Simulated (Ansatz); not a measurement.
Planning a run of Ansatz 0.2.0 on CuI (Marshite). The input:

```yaml
crystal:
  lattice:
    - [0.0, 3.0315, 3.0315]
    - [3.0315, 0.0, 3.0315]
    - [3.0315, 3.0315, 0.0]
  atoms:
    - { symbol: Cu, position: [0.25, 0.25, 0.25] }
    - { symbol: I, position: [0.0, 0.0, 0.0] }
kpoints:
  mp_grid: { grid: [10, 10, 10] }
hamiltonian:
  xc: pbe
scf:
  occupations: { method: fixed }
  n_extra_bands: 38
output:
  optics: { e_range: [0, 30], de: 0.1, sigma: 0.2 }
```

The database entry behind the starting cell differs from later determinations by our own check (about 0.15 % long (mineral sample)), so it need not match the best structure at ambient conditions.

```sh
ansatz run input.yaml --threads 3 --pin off --max-ram 92160MiB --backend cuda --events-out ev --progress --plain --runs-dir out --devices 1 --max-vram 13GiB  # rebuilt from the run's record
```

Question: How long will it take on 1 × NVIDIA H100 80GB HBM3 (shared by 6 runs) with 3 threads of AMD EPYC 7R13 (Zen 3), shared host, and how much memory?

It took 18 s; on shared hardware allow 9 s to 36 s. Peak host memory was 1.4 GiB.

[Paths, hosts, dates, memory and timing lines, banners, echoed tables and standing remarks are left out of the program output.]

[Logs are printed without paths, hosts, clocks, repeated set-up lines and the standing remarks that a program may print on its own settings, such as how far it seeks lower states.]

[Runs of the session that timed out or met a known fault of the program may be left out.]

[Cells called generated may have been cut or substituted from an entry of the Crystallography Open Database or the Materials Project.]

[Hosts, paths, dates, database ids (printed as entryN), source tags and the programs' standing remarks are cut or masked in the printed files.]
